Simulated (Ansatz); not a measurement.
## Cs on Al(111): change of the work function

Wanted: Δφ(θ) for Cs/Al(111), starting from the fcc site.

Method: plane-wave DFT, PBE, Ansatz PAW, in Ansatz 0.2.0.

### Step 1. The structure

The cell holds 4 atoms: 4 Al. Its edges and angles: a = 2.864 Å, b = 2.864 Å, c = 25.015 Å, α = 90.0°, β = 90.0°, γ = 60.0°. Vacuum lies along c.

### Step 2. The clean slab

The bare slab comes first, as the zero from which every change is counted. The two lowest layers are held at bulk places and the upper ones relax. The dipole correction removes the false field that a one-sided slab makes across the periodic vacuum, so each face gets a flat vacuum level of its own.

The input, input.yaml:

```yaml
crystal:
  lattice:
    - [2.8637824638, 0.0, 0.0]
    - [1.4318912319, 2.4801083646, 0.0]
    - [0.0, 0.0, 25.0148057707]
  atoms:
    - { symbol: Al, position: [0.0, 0.0, 0.3597869231] }
    - { symbol: Al, position: [0.3333333333, 0.3333333333, 0.4532623077] }
    - { symbol: Al, position: [0.6666666667, 0.6666666667, 0.5467376923] }
    - { symbol: Al, position: [0.0, 0.0, 0.6402130769] }
kpoints:
  mp_grid: { grid: [12, 12, 1] }
hamiltonian:
  xc: pbe
scf:
  occupations: { method: fermi_dirac, width: 0.1 }
  convergence: { dr2_threshold: 1.0e-08 }
efield:
  axis: 3
  dipole_correction: true
  ramp_position: 0.97
  ramp_width: 0.06
relax:
  f_tol: 0.02
  max_steps: 60
  constraints: [{ sites: [0, 1] }]
output:
  write_potential: true
  write_density: true
  volumetric_format: npy
```

On the command line:

```console
$ ansatz run input.yaml --threads 2 --pin off --max-ram 3072MiB --backend cpu --events-out ev --progress --plain --runs-dir out
```

Numbers of over 12 decimals in the logs are rounded to 6 here.

Output:

```text
Engine: ansatz 0.2.0, aarch64-unknown-linux-gnu
Pseudopotentials: kind: paw
Pseudopotential: Al, paw, valence charge 3, recommended cutoff 420 eV (normal), Al.paw.azcp
Functional definition: PBE
  parameter kappa = 0.804
  parameter beta = 0.066725
  exchange = pbe_x(kappa = kappa, mu = beta*pi^2/3)
  correlation = pbe_c(beta = beta)
Crystal: 4 atoms, lattice volume = 177.667 Å³
Basis set: ecut = 420 eV, 3467 PW (Γ), exchange–correlation on 40×40×360 points (8 copies of the dense FFT grid, shifted against one another)
Bands: 10, of which v1, the nominal top of the filled ones, is band 6 counted from 1 (5 counted from 0)
Symmetry: 6 space group operations
k-points: 19 of 144 (time reversal used)
Non-local potential: Al, projectors of the file, l = 0: 2, l = 1: 2, l = 2: 1
PAW form: soft (Blöchl's): semilocal exchange-correlation on the pseudo side does not see the compensation charge
PAW one-centre angular grid: Al, 110 points (default); XC on 64 Gauss nodes
Initial density: superposition of atomic densities (neutral atoms: chi_scale 0, normalization atom), corrected by the library's trained network
Initial wavefunctions: pseudopotential atomic-orbital guess
Functional: x = pbe(κ = 0.804, μ = 0.219515), c = pbe(β = 0.066725)
SCF iter   1: F=—  HF=-2149.281065 eV  |F-HF|=—  |Δ(HF+E_count)|=         —  Δρ=1.37e-3  dr2=4.13e-2  ethr=1.77e-3  p=-0.000 e·Å  D=-1.79e-14 V/Å  ΔV_dip=0.00 eV  dr2_dipole=1.23e-6  V_vac-E_F(+/−)=3.96/3.96 eV  ⟨swp⟩=8.2  Hψ=1709  notcnv=0
efield: sawtooth ramp at fractional position 0.9700 (set: `efield.ramp_position`, or a place that a band, a saddle search or an elastic batch's reference lends), width 0.0600; the density the first Hamiltonian is built on has a dipole p = -0.000 e·Å; the dipole correction subtracts the counter field D = -1.79e-14 V/Å, which shifts the + side's vacuum level by +0.00 eV against the − side's; the planar-averaged density in the ramp window peaks in size at 6.8e-6 e/Å³
preconditioner: auto → LDOS  [metal: Δε(μ)=0.035 eV  Ē_g=6.481 eV  σ=0.100 eV  W_gap=0.09  n_scr=12 (ndim 8)  ℏωp=9.7 eV  f_vac=0.517  D(μ)=1.93/eV (n_scr^D=10)  β→1.0]
SCF iter   2: F=—  HF=-2149.278663 eV  |F-HF|=—  |Δ(HF+E_count)|=   2.40e-3  Δρ=4.15e-4  dr2=5.50e-4  ethr=3.44e-4  p=-0.000 e·Å  D=-2.16e-5 V/Å  ΔV_dip=0.00 eV  dr2_dipole=9.75e-7  V_vac-E_F(+/−)=4.05/4.05 eV  ⟨swp⟩=1.4  Hψ=364  notcnv=0
SCF iter   3: F=—  HF=-2149.278781 eV  |F-HF|=—  |Δ(HF+E_count)|=   1.18e-4  Δρ=1.46e-4  dr2=1.74e-4  ethr=4.59e-6  p=-0.000 e·Å  D=-1.14e-5 V/Å  ΔV_dip=0.00 eV  dr2_dipole=2.68e-9  V_vac-E_F(+/−)=4.05/4.05 eV  ⟨swp⟩=2.3  Hψ=349  notcnv=0
SCF iter   4: F=—  HF=-2149.278775 eV  |F-HF|=—  |Δ(HF+E_count)|=   6.25e-6  Δρ=2.72e-5  dr2=6.01e-6  ethr=1.45e-6  p=-0.000 e·Å  D=-4.98e-6 V/Å  ΔV_dip=0.00 eV  dr2_dipole=2.20e-9  V_vac-E_F(+/−)=4.05/4.05 eV  ⟨swp⟩=2.6  Hψ=311  notcnv=0
SCF iter   5: F=—  HF=-2149.278723 eV  |F-HF|=—  |Δ(HF+E_count)|=   5.25e-5  Δρ=8.22e-6  dr2=2.22e-7  ethr=5.01e-8  p=-0.000 e·Å  D=-2.02e-6 V/Å  ΔV_dip=0.00 eV  dr2_dipole=6.48e-11  V_vac-E_F(+/−)=4.05/4.05 eV  ⟨swp⟩=2.3  Hψ=315  notcnv=0
SCF iter   6: F=—  HF=-2149.278723 eV  |F-HF|=—  |Δ(HF+E_count)|=   3.20e-7  Δρ=1.90e-6  dr2=2.67e-8  ethr=1.85e-9  p=-0.000 e·Å  D=-6.66e-7 V/Å  ΔV_dip=0.00 eV  dr2_dipole=4.13e-15  V_vac-E_F(+/−)=4.05/4.05 eV  ⟨swp⟩=2.4  Hψ=314  notcnv=0
SCF iter   7: F=-2149.278723 eV  HF=-2149.278723 eV  |F-HF|=4.15e-9  |Δ(HF+E_count)|=   1.70e-8  Δρ=3.92e-7  dr2=9.37e-10  ethr=8.33e-11  p=-0.000 e·Å  D=-7.30e-8 V/Å  ΔV_dip=0.00 eV  dr2_dipole=1.46e-13  V_vac-E_F(+/−)=4.05/4.05 eV  ⟨swp⟩=9.1  Hψ=1233  notcnv=0
SCF 1 converged in 7 iterations: F = -2149.278723 eV  dr2 = 9.37e-10
  greatest PAW one-centre occupation: 0.462 electrons in one spin orbital (limit 2), on the Al atom at site 0 (counted from 0), in its partial waves of l = 0
relax step   1: F+E_penalty+E_count = -2149.27872285 eV  Δ(F+E_penalty+E_count) = +0.000e0 eV  max|allowed force component| = 1.320e-1 eV/Å  Δτ_max = 0.0000 Å  (7 SCF iters, accepted)
Initial density: handed on by an earlier stage of this run
Initial wavefunctions: those handed on with the density
iter 1 solved again at ethr=3.27e-4 eV; its pass at ethr=3.10e-3 eV (dr2=3.92e-2 eV) is discarded
SCF iter   1: F=—  HF=-2149.285072 eV  |F-HF|=—  |Δ(HF+E_count)|=         —  Δρ=1.34e-3  dr2=3.83e-2  ethr=3.27e-4  p=-0.000 e·Å  D=-7.52e-8 V/Å  ΔV_dip=0.00 eV  dr2_dipole=4.72e-3  V_vac-E_F(+/−)=4.05/4.05 eV  ⟨swp⟩=1.2  Hψ=1170  notcnv=0
efield: sawtooth ramp at fractional position 0.9700 (set: `efield.ramp_position`, or a place that a band, a saddle search or an elastic batch's reference lends), width 0.0600; the density the first Hamiltonian is built on has a dipole p = -0.000 e·Å; the dipole correction subtracts the counter field D = -7.52e-8 V/Å, which shifts the + side's vacuum level by +0.00 eV against the − side's; the planar-averaged density in the ramp window peaks in size at 1.7e-7 e/Å³
preconditioner: auto → LDOS  [metal: Δε(μ)=0.063 eV  Ē_g=6.503 eV  σ=0.100 eV  W_gap=0.15  n_scr=12 (ndim 8)  ℏωp=9.7 eV  f_vac=0.521  D(μ)=1.95/eV (n_scr^D=10)  β→1.0]
SCF iter   2: F=—  HF=-2149.281980 eV  |F-HF|=—  |Δ(HF+E_count)|=   3.09e-3  Δρ=4.25e-4  dr2=1.25e-3  ethr=3.19e-4  p=0.000 e·Å  D=1.82e-7 V/Å  ΔV_dip=-0.00 eV  dr2_dipole=2.59e-4  V_vac-E_F(+/−)=4.03/4.03 eV  ⟨swp⟩=2.1  Hψ=258  notcnv=0
SCF iter   3: F=—  HF=-2149.281849 eV  |F-HF|=—  |Δ(HF+E_count)|=   1.31e-4  Δρ=1.92e-4  dr2=2.96e-4  ethr=1.04e-5  p=0.000 e·Å  D=6.48e-5 V/Å  ΔV_dip=-0.00 eV  dr2_dipole=1.61e-6  V_vac-E_F(+/−)=4.02/4.02 eV  ⟨swp⟩=2.4  Hψ=337  notcnv=0
SCF iter   4: F=—  HF=-2149.281822 eV  |F-HF|=—  |Δ(HF+E_count)|=   2.67e-5  Δρ=2.12e-5  dr2=3.32e-6  ethr=2.46e-6  p=0.000 e·Å  D=8.41e-5 V/Å  ΔV_dip=-0.00 eV  dr2_dipole=8.88e-8  V_vac-E_F(+/−)=4.02/4.02 eV  ⟨swp⟩=2.3  Hψ=272  notcnv=0
SCF iter   5: F=—  HF=-2149.281817 eV  |F-HF|=—  |Δ(HF+E_count)|=   5.30e-6  Δρ=7.09e-6  dr2=1.97e-7  ethr=2.77e-8  p=0.000 e·Å  D=7.28e-5 V/Å  ΔV_dip=-0.00 eV  dr2_dipole=1.99e-8  V_vac-E_F(+/−)=4.02/4.02 eV  ⟨swp⟩=2.4  Hψ=343  notcnv=0
SCF iter   6: F=—  HF=-2149.281817 eV  |F-HF|=—  |Δ(HF+E_count)|=   1.41e-7  Δρ=1.36e-6  dr2=1.11e-8  ethr=1.64e-9  p=0.000 e·Å  D=6.54e-5 V/Å  ΔV_dip=-0.00 eV  dr2_dipole=2.37e-11  V_vac-E_F(+/−)=4.02/4.02 eV  ⟨swp⟩=2.5  Hψ=297  notcnv=0
SCF iter   7: F=-2149.281817 eV  HF=-2149.281817 eV  |F-HF|=2.26e-9  |Δ(HF+E_count)|=   5.33e-9  Δρ=3.42e-7  dr2=9.00e-10  ethr=8.33e-11  p=0.000 e·Å  D=6.31e-5 V/Å  ΔV_dip=-0.00 eV  dr2_dipole=5.33e-14  V_vac-E_F(+/−)=4.02/4.02 eV  ⟨swp⟩=9.1  Hψ=1236  notcnv=0
SCF 2 converged in 7 iterations: F = -2149.281817 eV  dr2 = 9.00e-10
  greatest PAW one-centre occupation: 0.463 electrons in one spin orbital (limit 2), on the Al atom at site 3 (counted from 0), in its partial waves of l = 0
relax step   2: F+E_penalty+E_count = -2149.28181683 eV  Δ(F+E_penalty+E_count) = -3.094e-3 eV  max|allowed force component| = 5.697e-2 eV/Å  Δτ_max = 0.0619 Å  (7 SCF iters, accepted)
SCF iter   1: F=—  HF=-2149.282212 eV  |F-HF|=—  |Δ(HF+E_count)|=         —  Δρ=2.15e-4  dr2=1.06e-3  ethr=4.10e-5  p=0.000 e·Å  D=6.31e-5 V/Å  ΔV_dip=-0.00 eV  dr2_dipole=1.83e-4  V_vac-E_F(+/−)=4.02/4.02 eV  ⟨swp⟩=2.3  Hψ=665  notcnv=0
efield: sawtooth ramp at fractional position 0.9700 (set: `efield.ramp_position`, or a place that a band, a saddle search or an elastic batch's reference lends), width 0.0600; the density the first Hamiltonian is built on has a dipole p = 0.000 e·Å; the dipole correction subtracts the counter field D = 6.31e-5 V/Å, which shifts the + side's vacuum level by -0.00 eV against the − side's; the planar-averaged density in the ramp window peaks in size at 5.2e-8 e/Å³
preconditioner: auto → LDOS  [metal: Δε(μ)=0.068 eV  Ē_g=6.492 eV  σ=0.100 eV  W_gap=0.16  n_scr=12 (ndim 8)  ℏωp=9.7 eV  f_vac=0.520  D(μ)=1.91/eV (n_scr^D=10)  β→1.0]
SCF iter   2: F=—  HF=-2149.282106 eV  |F-HF|=—  |Δ(HF+E_count)|=   1.05e-4  Δρ=1.28e-4  dr2=8.40e-5  ethr=8.82e-6  p=0.000 e·Å  D=7.97e-5 V/Å  ΔV_dip=-0.00 eV  dr2_dipole=8.18e-7  V_vac-E_F(+/−)=4.02/4.02 eV  ⟨swp⟩=1.6  Hψ=363  notcnv=0
SCF iter   3: F=—  HF=-2149.282096 eV  |F-HF|=—  |Δ(HF+E_count)|=   1.06e-5  Δρ=2.29e-5  dr2=9.96e-6  ethr=7.00e-7  p=-0.000 e·Å  D=-1.38e-5 V/Å  ΔV_dip=0.00 eV  dr2_dipole=1.95e-6  V_vac-E_F(+/−)=4.02/4.02 eV  ⟨swp⟩=2.7  Hψ=381  notcnv=0
SCF iter   4: F=—  HF=-2149.282096 eV  |F-HF|=—  |Δ(HF+E_count)|=   1.92e-7  Δρ=5.61e-6  dr2=6.74e-7  ethr=8.30e-8  p=-0.000 e·Å  D=-3.55e-5 V/Å  ΔV_dip=0.00 eV  dr2_dipole=1.17e-7  V_vac-E_F(+/−)=4.02/4.02 eV  ⟨swp⟩=1.4  Hψ=224  notcnv=0
SCF iter   5: F=-2149.282096 eV  HF=-2149.282096 eV  |F-HF|=7.79e-9  |Δ(HF+E_count)|=   4.76e-8  Δρ=9.72e-7  dr2=3.57e-9  ethr=8.33e-11  p=-0.000 e·Å  D=-4.17e-5 V/Å  ΔV_dip=0.00 eV  dr2_dipole=4.91e-10  V_vac-E_F(+/−)=4.02/4.02 eV  ⟨swp⟩=8.5  Hψ=1456  notcnv=0
SCF 3 converged in 5 iterations: F = -2149.282096 eV  dr2 = 3.57e-9
  greatest PAW one-centre occupation: 0.463 electrons in one spin orbital (limit 2), on the Al atom at site 0 (counted from 0), in its partial waves of l = 0
relax step   3: F+E_penalty+E_count = -2149.28209604 eV  Δ(F+E_penalty+E_count) = -2.792e-4 eV  max|allowed force component| = 2.389e-3 eV/Å  Δτ_max = 0.0093 Å  (5 SCF iters, accepted)
NSCF: frozen V_eff on 19 k-points
the band table was solved once a step of the walk had ended and its energy, with any forces and stress, was formed, with the checks that follow a solve (2035 applications of the Hamiltonian). They found nothing against the state; the energy, forces and stress were not computed again (output.eigenvalues in the input reference)
WARN: The input density's exchange-correlation potential varies sharply where the density is thin. Do not read a vacuum level from v_tot or v_xc, or from such a field of the output density. On a cell that repeats whose density bears no net charge and no dipole along the vacuum's axis use v_es (v_loc + v_h of the components); under efield.dipole_correction with no amplitude use v_es + v_field, which holds any external [...]
SCF converged after 5 iterations
Free energy (F): -2149.282096 eV
Harris-Foulkes:  -2149.282096 eV  (|F-HF|=7.79e-9)
Internal energy: -2149.219587 eV  (E = F + TS)
E sigma→0 (E₀):  -2149.250841 eV
Entropy (-TS):   -0.062509 eV (-15.627 meV/atom)
Fermi energy:    0.479266 eV
Dipole field:    D = -0.000073 V/Å  (p = -0.000072 e·Å, saw-weighted, corrected)
Work function:   Φ+ = 4.0205 eV   Φ− = 4.0187 eV
Levels:          The Fermi level and band energies are counted from a zero that moves with the ramp; work functions are not
--- Per-component energies (eV) ---
  E_band       = -44.413710
  E_kinetic    = 87.546440
  E_local      = -3014.590194  (includes V_loc(G=0)·N_el)
  E_nonlocal   = 41.703702
  E_hartree    = 1484.218628
  E_xc         = -156.809171
  E_vxc        = -112.957825  (∫ρ·V_xc dr)
  E_paw        = -1869.225999  (= ΣΔE_a)
  E_vpaw       = -14.554873  (= ΣTr[D̂ρ^β])
  E_aug_tail   = -0.000009  (compensation charges beyond the density's cutoff)
  E_efield     = 0.000000  (sawtooth field / dipole correction)
  E_vefield    = -0.000024  (∫n·V_field dr)
  E_ewald      = 1277.937017
  E_smearing   = -0.062509  (= −TS)
  E_closure    = -0.000000  (closes the sum)
  Σ components = -2149.282096   (vs F -2149.282096, Δ=0.00e0)
--- Forces (eV/Å), atoms counted from 1 ---
  atom   1  Al    -0.00000000     0.00000000     0.01001900
  atom   2  Al    -0.00000000     0.00000000    -0.01099822
  atom   3  Al     0.00000000    -0.00000000    -0.00139935
  atom   4  Al    -0.00000000    -0.00000000     0.00238930
  max |Σ_I F_I| component: 1.07e-5 eV/Å
--- Band table (eV; the first three rows and the last of 19) ---
  k-point 0: bands = ["-10.3221", "-9.2285", "-7.6200", "-5.3461", "-2.8883", "0.0394", "2.5925", "4.0136", "4.4355", "5.4494"]
  k-point 1: bands = ["-10.1555", "-9.0628", "-7.4556", "-5.1818", "-2.7320", "0.1950", "2.7478", "4.1769", "4.6017", "5.6108"]
  k-point 2: bands = ["-9.6568", "-8.5668", "-6.9634", "-4.6912", "-2.2635", "0.6555", "3.1920", "4.6420", "5.0801", "5.6506"]
  k-point 18: bands = ["-2.6054", "-2.5276", "-2.5272", "-1.6010", "-1.5972", "-1.4746", "-0.1635", "-0.1632", "0.8321", "2.3628"]
--- Relaxed structure (3 steps of the walk, 3 accepted, 0 SCFs on fresh bases) ---
  F+E_penalty+E_count = -2149.28209604 eV   max|allowed force component| = 2.389e-3 eV/Å
  atoms:
    - { symbol: Al, position: [0.0, 0.0, 0.3597869231] }
    - { symbol: Al, position: [0.333333, 0.333333, 0.453262] }
    - { symbol: Al, position: [0.666667, 0.666667, 0.544636] }
    - { symbol: Al, position: [0, 0, 0.637923] }
```

The job ended after 5.6 s (2 threads of Arm Neoverse V1, shared host; peak memory 0.35 GiB; 10 s of CPU time).

The steps of the relaxation:

| step | energy less that of the first step (eV) | largest force component (eV/Å) |
| --- | --- | --- |
| 1 | 0.0000 | 0.1320 |
| 2 | -0.0031 | 0.0570 |
| 3 | -0.0034 | 0.0024 |

Forces are held to the 6 operations that the run works with; a distortion that breaks them can't arise in this run.

The atoms that moved most (Å):

| atom | dx | dy | dz | length |
| --- | --- | --- | --- | --- |
| Al4 | 0.000 | 0.000 | -0.057 | 0.057 |
| Al3 | 0.000 | 0.000 | -0.053 | 0.053 |

The relaxed structure:

```xyz
4
Lattice="2.8638 0.0000 0.0000 1.4319 2.4801 0.0000 0.0000 0.0000 25.0148" Properties=species:S:1:pos:R:3
Al    0.0000    0.0000    9.0000
Al    1.4319    0.8267   11.3383
Al    2.8638    1.6534   13.6240
Al    0.0000    0.0000   15.9575
```

Numbers from this step:

| Quantity | Value |
| --- | --- |
| energy at zero smearing | -2149.2508 eV |
| work function, upper face | 4.021 eV |
| dipole along the normal | -7.20e-5 e·Å |

Running mean over 2.338 Å of the planar mean; the ramp of the sawtooth is left out. Electron's electrostatic potential energy less the Fermi level against z:

z (Å), electron's electrostatic potential energy less the Fermi level (eV) and a bar from the least value:
```
        4       4.02 ##############################
        5       4.01 ##############################
        6       3.92 ##############################
        7       2.91 ##########################
        8      -1.37 ############
        9      -4.40 #
       10      -4.58 #
       11      -4.61 #
       12      -4.78 
       13      -4.77 
       14      -4.62 #
       15      -4.59 #
       16      -4.37 #
       17      -1.17 ############
       18       3.02 ###########################
       19       3.93 ##############################
       20       4.01 ##############################
       21       4.02 ##############################
```

The relaxation took 3 steps and lowered the energy by 0.0034 eV; the largest force on the free atoms ends at 0.0024 eV/Å.

The work function of the upper face is 4.02 eV.

(Part 1 of 3 ends here.)

[Logs are printed without paths, hosts, clocks, repeated set-up lines and the standing remarks that a program may print on its own settings, such as how far it seeks lower states.]

[Hosts, paths, dates, database ids (printed as entryN), source tags and the programs' standing remarks are cut or masked in the printed files.]

[Maps of the electrostatic potential energy from Ansatz leave out the sawtooth potential of an applied field or a dipole correction, so their vacuum need not be flat; planar profiles and work functions include it.]
